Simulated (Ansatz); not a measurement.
# How fast states decay through Sr3CaTe4, part 2 of 2

A new crystal, Sr3CaTe4: structure, gap and complex bands. It is built by putting Te for S in the Sr3CaS4 structure of space group Cmmm, with the volume rescaled by atomic radii. The parent structure comes from the Materials Project.

Ansatz 0.2.0; r2SCAN DFT, plane waves, PAW files (the session's first sound run).

So far, gap on path (eV): step 3 (the bulk crystal and its band edges) 2.11.

The structure was built from a prototype and need not be the compound's stable phase.

## 4. Complex bands

This step: r2SCAN DFT, plane waves, PAW files; complex bands by layer matching along the plane's normal (Ansatz 0.2.0).

The same crystal is laid in a cell whose first two vectors span the (010) plane (indices of the standard conventional cell, whose axes can be ordered otherwise than in the bulk input). At fixed energy and wavevector in the plane the solver finds all kz, real and complex. A few wavevectors are listed, (0, 0) and (-0.5, 0) in units of the plane's reciprocal vectors; the slowest state needn't be among them.

Contents of input.yaml:

```yaml
crystal:
  lattice:
    - [4.686006046, 0.0, 0.0]
    - [0.0, 9.372604239, 0.0]
    - [0.0, 4.68630212, 6.626597527]
  atoms:
    - { symbol: Sr, position: [0.5, 0.0, 0.5] }
    - { symbol: Sr, position: [0.5, 0.5, 0.5] }
    - { symbol: Sr, position: [0.0, 0.5, 0.0] }
    - { symbol: Ca, position: [0.0, 0.0, 0.0] }
    - { symbol: Te, position: [0.0, 0.2457608098, 0.5084783804] }
    - { symbol: Te, position: [0.0, 0.7542391902, 0.4915216196] }
    - { symbol: Te, position: [0.5, 0.758338227, 0.0] }
    - { symbol: Te, position: [0.5, 0.241661773, 0.0] }
kpoints:
  mp_grid: { grid: [6, 4, 4] }
scf:
  occupations: { method: fixed }
hamiltonian:
  xc: r2scan
output:
  eigenvalues: true
  transmission:
    leads: [[0, 0]]
    kpoints: [[0.0, 0.0], [-0.5, 0.0]]
    e_range: [-1.0, 3.11]
    de: 0.07
```

On the command line:

```bash
> ansatz run input.yaml --threads 2 --pin off --max-ram 4096MiB --backend cpu --events-out ev --progress --plain --runs-dir out
```

Numbers of over 12 decimals in the logs are rounded to 6 here.

Log:

```text
[...]
Crystal: 8 atoms, lattice volume = 291.041 Å³
Basis set: ecut = 500 eV, 7361 PW (Γ), exchange–correlation on 144×288×240 points (64 copies of the dense FFT grid, shifted against one another)
Bands: 63, of which v1, the nominal top of the filled ones, is band 52 counted from 1 (51 counted from 0)
Symmetry: 8 space group operations
[...]
k-points: 28 of 96
[...]
SCF iter   1: F=—  HF=-40482.210940 eV  |F-HF|=—  |Δ(HF+E_count)|=         —  Δρ=3.14e-3  dr2=4.06e-2  dr2_τ=1.86e-2  ethr=1.77e-3  ⟨swp⟩=6.4  Hψ=6361  notcnv=0  defer=234
[...]
SCF iter   6: F=-40482.356702 eV  HF=-40482.356702 eV  |F-HF|=3.90e-8  |Δ(HF+E_count)|=   2.29e-7  Δρ=5.32e-6  dr2=8.02e-8  dr2_τ=6.44e-9  ethr=9.62e-11  ⟨swp⟩=21.0  Hψ=13484  notcnv=0
SCF 1 converged in 6 iterations: F = -40482.356702 eV  dr2 = 8.02e-8
[...]
transmission: 12 of 24 steps passed
transmission: 24 of 24 steps passed
SCF converged after 6 iterations
Free energy (F): -40482.356702 eV
[...]
Internal energy: -40482.356702 eV  (E = F + TS)
E sigma→0 (E₀):  -40482.356702 eV
Fermi energy:    6.392309 eV
[...]
--- Band table (eV; the first three rows and the last of 28) ---
  k-point 0: bands = [... 48 lower, 5.5731, 6.3872, 6.3900, 6.3923, 8.5048, 9.9201, 10.0553, 10.0566, ... 7 higher]
  k-point 1: bands = [... 48 lower, 5.6290, 5.6447, 6.1905, 6.1954, 8.6681, 9.7315, 10.3497, 10.5616, ... 7 higher]
  k-point 2: bands = [... 48 lower, 5.8066, 5.8167, 5.9038, 5.9092, 9.1109, 9.1414, 10.6482, 10.8294, ... 7 higher]
  k-point 27: bands = [... 48 lower, 5.2942, 5.3664, 5.3751, 5.3993, 9.3555, 9.3578, 10.7275, 10.8442, ... 7 higher]
--- Transmission ---
  basis      : 459 plane waves across, 12 finite elements along
  points     : 2, as listed
  energies   : 59 from -1.000000 to 3.060000 eV about the Fermi level, 0.070000 eV apart; the leads are filled to 1.053936 eV, and channels, transmission and decay are at 1.030000 eV
  crystal 0  : Sr3Ca1Te4, at the sites [0, 0], period 6.6266 Å: whole cells are its period
    offset         : up to 0.0000 Å between an atom of the period and one for which it stands
    channels       : 0.000000e0 a spin
    conductance    : none, the energies end too early or step too widely for 300 K: set another output.transmission.e_range or a lower de, or, where they end at an eighth of basis.ecutwfc, a higher one
    slowest decay  : 0.1708 /Å at (0.0000, 0.0000)
```

Wall time 4.9 min (2 threads of Intel Xeon Platinum 8488C (Sapphire Rapids), shared host); peak memory 2.6 GiB; 7.9 min of CPU time.

This step gave:

```
level to which the leads are filled                       : 1.054 eV from the Fermi level
decay constant at the filling level, zone centre          : 0.1708 Å⁻¹
decay constant at the filling level, slowest listed point : 0.1708 Å⁻¹
```

K parallel (0, 0); values up to 1.5 1/Å, a degenerate pair printed once or twice; energies at which all values exceed this have no row. Table of Im kz of the slowest decaying states by energy, zero at the highest filled level on the SCF mesh:

| energy (eV) | decay 1 (Å⁻¹) | decay 2 (Å⁻¹) | decay 3 (Å⁻¹) | decay 4 (Å⁻¹) |
| --- | --- | --- | --- | --- |
| -1.00 | 0.185 | 0.313 | 0.324 | 0.324 |
| -0.86 | 0.133 | 0.172 | 0.332 | 0.351 |
| -0.65 | 0.404 | 0.425 | 0.453 | 0.463 |
| -0.51 | 0.0320 | 0.0342 | 0.429 | 0.438 |
| -0.37 | 0.432 | 0.444 | 0.458 | 0.528 |
| -0.16 | 0.428 | 0.459 | 0.473 | 0.555 |
| -0.02 | 0.426 | 0.466 | 0.480 | 0.567 |
| 0.12 | 0.0721 | 0.160 | 0.163 | 0.425 |
| 0.33 | 0.114 | 0.244 | 0.246 | 0.423 |
| 0.47 | 0.131 | 0.276 | 0.278 | 0.421 |
| 0.61 | 0.145 | 0.300 | 0.300 | 0.418 |
| 0.82 | 0.160 | 0.323 | 0.324 | 0.414 |
| 0.96 | 0.168 | 0.333 | 0.334 | 0.411 |
| 1.10 | 0.174 | 0.340 | 0.340 | 0.407 |
| 1.24 | 0.178 | 0.344 | 0.344 | 0.403 |
| 1.45 | 0.182 | 0.346 | 0.346 | 0.397 |
| 1.59 | 0.184 | 0.345 | 0.345 | 0.391 |
| 1.73 | 0.184 | 0.342 | 0.342 | 0.355 |
| 1.94 | 0.183 | 0.240 | 0.335 | 0.335 |
| 2.08 | 0.105 | 0.181 | 0.328 | 0.328 |
| 2.22 | 0.178 | 0.319 | 0.320 | 0.363 |
| 2.43 | 0.171 | 0.303 | 0.304 | 0.351 |
| 2.57 | 0.166 | 0.291 | 0.291 | 0.342 |
| 2.71 | 0.158 | 0.276 | 0.276 | 0.333 |
| 2.92 | 0.144 | 0.249 | 0.250 | 0.317 |
| 3.06 | 0.132 | 0.228 | 0.228 | 0.305 |

K parallel (0, 0). Table of Re kz of states that move upwards by energy, zero at the highest filled level on the SCF mesh:

| energy (eV) | channel 1 (Å⁻¹) | channel 2 (Å⁻¹) | channel 3 (Å⁻¹) |
| --- | --- | --- | --- |
| -1.00 | -0.266 | 0.364 | - |
| -0.79 | -0.224 | 0.150 | 0.189 |
| -0.58 | -0.183 | 0.456 | - |
| -0.44 | -0.415 | -0.410 | -0.154 |
| -0.23 | -0.261 | -0.257 | -0.106 |
| -0.02 | -0.0693 | -0.0598 | -0.0282 |
| 0.19 | - | - | - |
| 0.33 | - | - | - |
| 0.54 | - | - | - |
| 0.75 | - | - | - |
| 0.96 | - | - | - |
| 1.10 | - | - | - |
| 1.31 | - | - | - |
| 1.52 | - | - | - |
| 1.73 | - | - | - |
| 1.87 | - | - | - |
| 2.08 | - | - | - |
| 2.29 | 0.247 | - | - |
| 2.50 | 0.369 | - | - |
| 2.64 | 0.435 | - | - |
| 2.85 | -0.428 | - | - |
| 3.06 | -0.346 | - | - |

K parallel (-0.5, 0); values up to 1.5 1/Å, a degenerate pair printed once or twice; energies at which all values exceed this have no row. The Im kz of the slowest decaying states by energy, zero at the highest filled level on the SCF mesh:

| energy (eV) | decay 1 (Å⁻¹) | decay 2 (Å⁻¹) | decay 3 (Å⁻¹) | decay 4 (Å⁻¹) |
| --- | --- | --- | --- | --- |
| -1.00 | 0.111 | 0.268 | 0.333 | 0.549 |
| -0.86 | 0.0841 | 0.273 | 0.347 | 0.387 |
| -0.65 | 0.0929 | 0.138 | 0.139 | 0.171 |
| -0.51 | 0.142 | 0.179 | 0.179 | 0.201 |
| -0.37 | 0.173 | 0.206 | 0.206 | 0.222 |
| -0.16 | 0.206 | 0.232 | 0.232 | 0.246 |
| -0.02 | 0.222 | 0.242 | 0.243 | 0.258 |
| 0.12 | 0.235 | 0.250 | 0.250 | 0.267 |
| 0.33 | 0.251 | 0.255 | 0.255 | 0.278 |
| 0.47 | 0.255 | 0.256 | 0.259 | 0.284 |
| 0.61 | 0.253 | 0.254 | 0.266 | 0.288 |
| 0.82 | 0.246 | 0.247 | 0.273 | 0.292 |
| 0.96 | 0.239 | 0.240 | 0.277 | 0.294 |
| 1.10 | 0.230 | 0.231 | 0.280 | 0.295 |
| 1.24 | 0.219 | 0.220 | 0.282 | 0.295 |
| 1.45 | 0.197 | 0.198 | 0.284 | 0.293 |
| 1.59 | 0.178 | 0.179 | 0.285 | 0.291 |
| 1.73 | 0.155 | 0.156 | 0.284 | 0.289 |
| 1.94 | 0.106 | 0.108 | 0.283 | 0.284 |
| 2.08 | 0.0436 | 0.0504 | 0.280 | 0.281 |
| 2.22 | 0.275 | 0.278 | 0.429 | 0.445 |
| 2.43 | 0.266 | 0.274 | 0.416 | 0.432 |
| 2.57 | 0.259 | 0.270 | 0.406 | 0.423 |
| 2.71 | 0.251 | 0.265 | 0.396 | 0.412 |
| 2.92 | 0.238 | 0.257 | 0.378 | 0.394 |
| 3.06 | 0.228 | 0.251 | 0.365 | 0.381 |

At the listed wavevectors the last open channel is at -0.02 eV and the next at +2.15 eV on the grid. At +1.03 eV, the grid energy nearest the filling level (the middle of the gap on the SCF mesh), the slowest state at the listed wavevectors decays with κ = 0.171 Å⁻¹, its amplitude falling by e over 5.9 Å. Through 1 nm of this crystal that state's transmission falls by exp(−2 × 0.171 Å⁻¹ × 10 Å) = 0.033.

## 5. Band edges at another level, cutoff 420 eV

This step: PBEsol DFT, plane waves, PAW files (Ansatz 0.2.0).

The edges again with PBEsol, at the same atoms. Against that run the cutoff is 420 eV against 500.

Contents of input.yaml:

```yaml
crystal:
  lattice:
    - [4.6863021197, -6.6265975269, 0.0]
    - [4.6863021197, 6.6265975269, 0.0]
    - [0.0, 0.0, 4.686006046]
  atoms:
    - { symbol: Sr, position: [0.0, 0.5, 0.5] }
    - { symbol: Sr, position: [0.5, 0.0, 0.5] }
    - { symbol: Sr, position: [0.5, 0.5, 0.0] }
    - { symbol: Ca, position: [0.0, 0.0, 0.0] }
    - { symbol: Te, position: [0.2457608098, 0.7542391902, 0.0] }
    - { symbol: Te, position: [0.7542391902, 0.2457608098, 0.0] }
    - { symbol: Te, position: [0.758338227, 0.758338227, 0.5] }
    - { symbol: Te, position: [0.241661773, 0.241661773, 0.5] }
kpoints:
  mp_grid: { grid: [4, 4, 6] }
  band_path: { path: [VBM, CBM], npoints: 30 }
scf:
  occupations: { method: fixed }
hamiltonian:
  xc: pbesol
output:
  eigenvalues: true
```

Log:

```text
[...]
Crystal: 8 atoms, lattice volume = 291.041 Å³
Basis set: ecut = 420 eV, 5647 PW (Γ)
Bands: 63, of which v1, the nominal top of the filled ones, is band 52 counted from 1 (51 counted from 0)
Symmetry: 8 space group operations
[...]
k-points: 28 of 96
[...]
SCF iter   1: F=—  HF=-39890.078910 eV  |F-HF|=—  |Δ(HF+E_count)|=         —  Δρ=2.05e-3  dr2=1.71e-2  ethr=1.77e-3  ⟨swp⟩=6.4  Hψ=6160  notcnv=0  defer=235
[...]
SCF iter   7: F=-39890.079584 eV  HF=-39890.079584 eV  |F-HF|=3.41e-9  |Δ(HF+E_count)|=   3.14e-8  Δρ=1.73e-6  dr2=1.22e-8  ethr=9.62e-11  ⟨swp⟩=21.6  Hψ=11157  notcnv=0
SCF 1 converged in 7 iterations: F = -39890.079584 eV  dr2 = 1.22e-8
[...]
SCF converged after 7 iterations
Free energy (F): -39890.079584 eV
[...]
Internal energy: -39890.079584 eV  (E = F + TS)
E sigma→0 (E₀):  -39890.079584 eV
Fermi energy:    6.499104 eV
[...]
--- Band table (eV; the first three rows and the last of 28) ---
  k-point 0: bands = [... 48 lower, 5.6889, 6.4943, 6.4969, 6.4991, 8.1273, 9.1349, 9.6533, 9.6546, ... 7 higher]
  k-point 1: bands = [... 48 lower, 5.6084, 5.6928, 6.2144, 6.2848, 8.6870, 9.6718, 9.7133, 9.7854, ... 7 higher]
  k-point 2: bands = [... 48 lower, 5.3131, 5.4586, 5.7476, 5.7753, 9.7421, 10.0216, 10.1078, 10.2359, ... 7 higher]
  k-point 27: bands = [... 48 lower, 5.6020, 5.6893, 5.6940, 5.7645, 8.1230, 8.1321, 9.8767, 10.1509, ... 7 higher]
```

The job ended after 59 s (2 threads; peak memory 0.83 GiB; 1.9 min of CPU time).

Numbers from this step:

| Item | Value |
| --- | --- |
| free energy | -39890.0796 eV |
| Fermi energy | 6.499 eV |
| gap on the k-mesh | 1.624 eV |
| gap on path | 1.624 eV, by band count; negative where bands overlap |
| direct gap on path | 1.628 eV |

The electronic bands at the labelled points (eV, zero at the Fermi level (highest filled level under fixed occupations); v1 is the highest filled band, c1 the lowest empty one):

| point | v4 | v3 | v2 | v1 | c1 | c2 | c3 | c4 |
| --- | --- | --- | --- | --- | --- | --- | --- | --- |
| VBM | -0.81 | 0.00 | 0.00 | 0.00 | 1.63 | 2.64 | 3.15 | 3.16 |
| halfway | -1.07 | -1.00 | -0.53 | -0.53 | 2.23 | 3.63 | 3.75 | 3.75 |
| CBM | -0.90 | -0.81 | -0.81 | -0.73 | 1.62 | 1.63 | 3.38 | 3.65 |

The searched edges give 1.62 eV, as on the mesh.

Between step 3 and this run (PBEsol and cutoff 420 eV) the value for the gap on path moves from 2.11 eV to 1.62 eV.

## 6. Complex bands at another level, cutoff 420 eV

This step: PBEsol DFT, plane waves, PAW files; complex bands by layer matching along the plane's normal (Ansatz 0.2.0).

The complex bands at that level, over its own gap, at (0, 0) and (-0.5, 0).

Contents of input.yaml:

```yaml
crystal:
  lattice:
    - [4.686006046, 0.0, 0.0]
    - [0.0, 9.372604239, 0.0]
    - [0.0, 4.68630212, 6.626597527]
  atoms:
    - { symbol: Sr, position: [0.5, 0.0, 0.5] }
    - { symbol: Sr, position: [0.5, 0.5, 0.5] }
    - { symbol: Sr, position: [0.0, 0.5, 0.0] }
    - { symbol: Ca, position: [0.0, 0.0, 0.0] }
    - { symbol: Te, position: [0.0, 0.2457608098, 0.5084783804] }
    - { symbol: Te, position: [0.0, 0.7542391902, 0.4915216196] }
    - { symbol: Te, position: [0.5, 0.758338227, 0.0] }
    - { symbol: Te, position: [0.5, 0.241661773, 0.0] }
kpoints:
  mp_grid: { grid: [6, 4, 4] }
scf:
  occupations: { method: fixed }
hamiltonian:
  xc: pbesol
output:
  eigenvalues: true
  transmission:
    leads: [[0, 0]]
    kpoints: [[0.0, 0.0], [-0.5, 0.0]]
    e_range: [-1.0, 2.62]
    de: 0.06
```

Log:

```text
[...]
Crystal: 8 atoms, lattice volume = 291.041 Å³
Basis set: ecut = 420 eV, 5647 PW (Γ)
Bands: 63, of which v1, the nominal top of the filled ones, is band 52 counted from 1 (51 counted from 0)
Symmetry: 8 space group operations
[...]
k-points: 28 of 96
[...]
SCF iter   1: F=—  HF=-39890.079554 eV  |F-HF|=—  |Δ(HF+E_count)|=         —  Δρ=2.05e-3  dr2=1.72e-2  ethr=1.77e-3  ⟨swp⟩=6.5  Hψ=6208  notcnv=0  defer=231
[...]
SCF iter   7: F=-39890.079582 eV  HF=-39890.079582 eV  |F-HF|=2.87e-9  |Δ(HF+E_count)|=   3.09e-8  Δρ=1.71e-6  dr2=1.14e-8  ethr=9.62e-11  ⟨swp⟩=21.5  Hψ=11157  notcnv=0
SCF 1 converged in 7 iterations: F = -39890.079582 eV  dr2 = 1.14e-8
[...]
transmission: 12 of 24 steps passed
transmission: 24 of 24 steps passed
SCF converged after 7 iterations
Free energy (F): -39890.079582 eV
[...]
Internal energy: -39890.079582 eV  (E = F + TS)
E sigma→0 (E₀):  -39890.079582 eV
Fermi energy:    6.499105 eV
[...]
--- Band table (eV; the first three rows and the last of 28) ---
  k-point 0: bands = [... 48 lower, 5.6889, 6.4943, 6.4969, 6.4991, 8.1273, 9.1349, 9.6533, 9.6546, ... 7 higher]
  k-point 1: bands = [... 48 lower, 5.7401, 5.7556, 6.2904, 6.2949, 8.2863, 9.3296, 9.6722, 10.1449, ... 7 higher]
  k-point 2: bands = [... 48 lower, 5.9097, 5.9195, 6.0040, 6.0091, 8.7236, 8.7438, 10.0352, 10.3640, ... 7 higher]
  k-point 27: bands = [... 48 lower, 5.3952, 5.4620, 5.4728, 5.4902, 8.9743, 8.9759, 10.2728, 10.3696, ... 7 higher]
--- Transmission ---
  basis      : 389 plane waves across, 12 finite elements along
  points     : 2, as listed
[...]
crystal 0  : Sr3Ca1Te4, at the sites [0, 0], period 6.6266 Å: whole cells are its period
[...]
channels       : 0.000000e0 a spin
[...]
slowest decay  : 0.1420 /Å at (0.0000, 0.0000)
```

It took 2.9 min on 2 threads; peak memory 1.7 GiB.

This step gave:

```yaml
level_to_which_the_leads_are_filled: 0.8119 eV from the Fermi level
decay_constant_at_the_filling_level_zone_centre: 0.1420 Å⁻¹
decay_constant_at_the_filling_level_slowest_listed_point: 0.142 Å⁻¹
```

K parallel (0, 0); values up to 1.5 1/Å, a degenerate pair printed once or twice; energies at which all values exceed this have no row. The Im kz of the slowest decaying states by energy, zero at the highest filled level on the SCF mesh:

| energy (eV) | decay 1 (Å⁻¹) | decay 2 (Å⁻¹) | decay 3 (Å⁻¹) | decay 4 (Å⁻¹) |
| --- | --- | --- | --- | --- |
| -1.00 | 0.208 | 0.302 | 0.333 | 0.343 |
| -0.82 | 0.0890 | 0.346 | 0.377 | 0.392 |
| -0.64 | 0.400 | 0.419 | 0.424 | 0.457 |
| -0.46 | 0.411 | 0.426 | 0.440 | 0.500 |
| -0.28 | 0.406 | 0.440 | 0.454 | 0.527 |
| -0.10 | 0.403 | 0.449 | 0.464 | 0.545 |
| 0.02 | 0.0291 | 0.0663 | 0.0737 | 0.402 |
| 0.08 | 0.0552 | 0.129 | 0.133 | 0.401 |
| 0.26 | 0.0942 | 0.215 | 0.217 | 0.398 |
| 0.44 | 0.117 | 0.260 | 0.261 | 0.394 |
| 0.62 | 0.132 | 0.287 | 0.288 | 0.390 |
| 0.80 | 0.142 | 0.305 | 0.305 | 0.385 |
| 0.98 | 0.149 | 0.315 | 0.315 | 0.379 |
| 1.16 | 0.153 | 0.319 | 0.320 | 0.373 |
| 1.34 | 0.154 | 0.314 | 0.320 | 0.320 |
| 1.52 | 0.152 | 0.193 | 0.316 | 0.316 |
| 1.70 | 0.148 | 0.309 | 0.309 | 0.347 |
| 1.88 | 0.142 | 0.299 | 0.299 | 0.336 |
| 2.06 | 0.131 | 0.285 | 0.285 | 0.324 |
| 2.24 | 0.00359 | 0.116 | 0.267 | 0.267 |
| 2.42 | 0.0916 | 0.245 | 0.246 | 0.295 |
| 2.60 | 0.0403 | 0.218 | 0.218 | 0.278 |

K parallel (0, 0). Table of Re kz of states that move upwards by energy, zero at the highest filled level on the SCF mesh:

| energy (eV) | channel 1 (Å⁻¹) | channel 2 (Å⁻¹) | channel 3 (Å⁻¹) |
| --- | --- | --- | --- |
| -1.00 | -0.253 | 0.448 | - |
| -0.82 | -0.218 | 0.0775 | - |
| -0.64 | -0.184 | 0.383 | 0.396 |
| -0.46 | -0.426 | -0.421 | -0.149 |
| -0.34 | -0.332 | -0.329 | -0.124 |
| -0.16 | -0.205 | -0.201 | -0.0813 |
| 0.02 | - | - | - |
| 0.20 | - | - | - |
| 0.38 | - | - | - |
| 0.56 | - | - | - |
| 0.74 | - | - | - |
| 0.86 | - | - | - |
| 1.04 | - | - | - |
| 1.22 | - | - | - |
| 1.40 | - | - | - |
| 1.58 | - | - | - |
| 1.76 | 0.216 | - | - |
| 1.94 | 0.334 | - | - |
| 2.06 | 0.396 | - | - |
| 2.24 | - | - | - |
| 2.42 | -0.399 | - | - |
| 2.60 | -0.329 | - | - |

K parallel (-0.5, 0); values up to 1.5 1/Å, a degenerate pair printed once or twice; energies at which all values exceed this have no row. Table of Im kz of the slowest decaying states by energy, zero at the highest filled level on the SCF mesh:

| energy (eV) | decay 1 (Å⁻¹) | decay 2 (Å⁻¹) | decay 3 (Å⁻¹) | decay 4 (Å⁻¹) |
| --- | --- | --- | --- | --- |
| -1.00 | 0.129 | 0.285 | 0.335 | 0.528 |
| -0.88 | 0.0478 | 0.268 | 0.326 | 0.378 |
| -0.70 | 0.0556 | 0.108 | 0.109 | 0.145 |
| -0.58 | 0.113 | 0.150 | 0.150 | 0.175 |
| -0.40 | 0.159 | 0.187 | 0.187 | 0.205 |
| -0.28 | 0.179 | 0.202 | 0.202 | 0.220 |
| -0.16 | 0.196 | 0.213 | 0.213 | 0.231 |
| 0.02 | 0.215 | 0.223 | 0.223 | 0.245 |
| 0.14 | 0.224 | 0.226 | 0.227 | 0.252 |
| 0.32 | 0.227 | 0.227 | 0.236 | 0.260 |
| 0.44 | 0.224 | 0.225 | 0.243 | 0.263 |
| 0.56 | 0.220 | 0.220 | 0.248 | 0.266 |
| 0.74 | 0.209 | 0.210 | 0.254 | 0.269 |
| 0.86 | 0.199 | 0.200 | 0.256 | 0.270 |
| 1.04 | 0.181 | 0.182 | 0.259 | 0.269 |
| 1.16 | 0.164 | 0.166 | 0.260 | 0.268 |
| 1.28 | 0.144 | 0.146 | 0.261 | 0.267 |
| 1.46 | 0.102 | 0.105 | 0.260 | 0.263 |
| 1.58 | 0.0538 | 0.0591 | 0.259 | 0.260 |
| 1.76 | 0.253 | 0.257 | 0.418 | 0.435 |
| 1.88 | 0.248 | 0.254 | 0.410 | 0.428 |
| 2.00 | 0.243 | 0.251 | 0.403 | 0.420 |
| 2.18 | 0.233 | 0.246 | 0.389 | 0.407 |
| 2.30 | 0.225 | 0.241 | 0.380 | 0.397 |
| 2.48 | 0.211 | 0.234 | 0.364 | 0.381 |
| 2.60 | 0.201 | 0.228 | 0.352 | 0.368 |

At the listed wavevectors the last open channel is at -0.04 eV and the next at +1.64 eV on the grid. At +0.80 eV, the grid energy nearest the filling level (the middle of the gap on the SCF mesh), the slowest state at the listed wavevectors decays with κ = 0.142 Å⁻¹, its amplitude falling by e over 7.0 Å; the first such run, plane (010), gave 0.171 Å⁻¹.

## 7. What came out

| Quantity | Value |
| --- | --- |
| band gap | 2.11 eV |
| least decay constant at mid-gap, normal to (010) | 0.171 Å⁻¹ |
| least decay constant, PBEsol | 0.142 Å⁻¹ |

In words: With r2SCAN, the slowest decay at the wavevectors tried is κ = 0.171 Å⁻¹, normal to (010). Through such a film the transmission near mid-gap falls as exp(−2κd), a factor of ten every 6.7 Å. A free electron under a barrier of half the gap would need a mass of 0.11 mₑ to decay at this rate. With PBEsol the gap goes from 2.11 to 1.62 eV and the decay constant, over the first 2 listed wavevectors, from 0.171 to 0.142 Å⁻¹. The compound is made up by substitution; its stability against other phases and against distortions of the cell's symmetry was not tested. r2SCAN still narrows gaps, if less than LDA and GGA do, while spin-orbit coupling, left out here, narrows them in compounds of heavy elements, so the error in κ can go either way.

[Logs are printed without paths, hosts, clocks, repeated set-up lines and the standing remarks that a program may print on its own settings, such as how far it seeks lower states.]

[Hosts, paths, dates, database ids (printed as entryN), source tags and the programs' standing remarks are cut or masked in the printed files.]
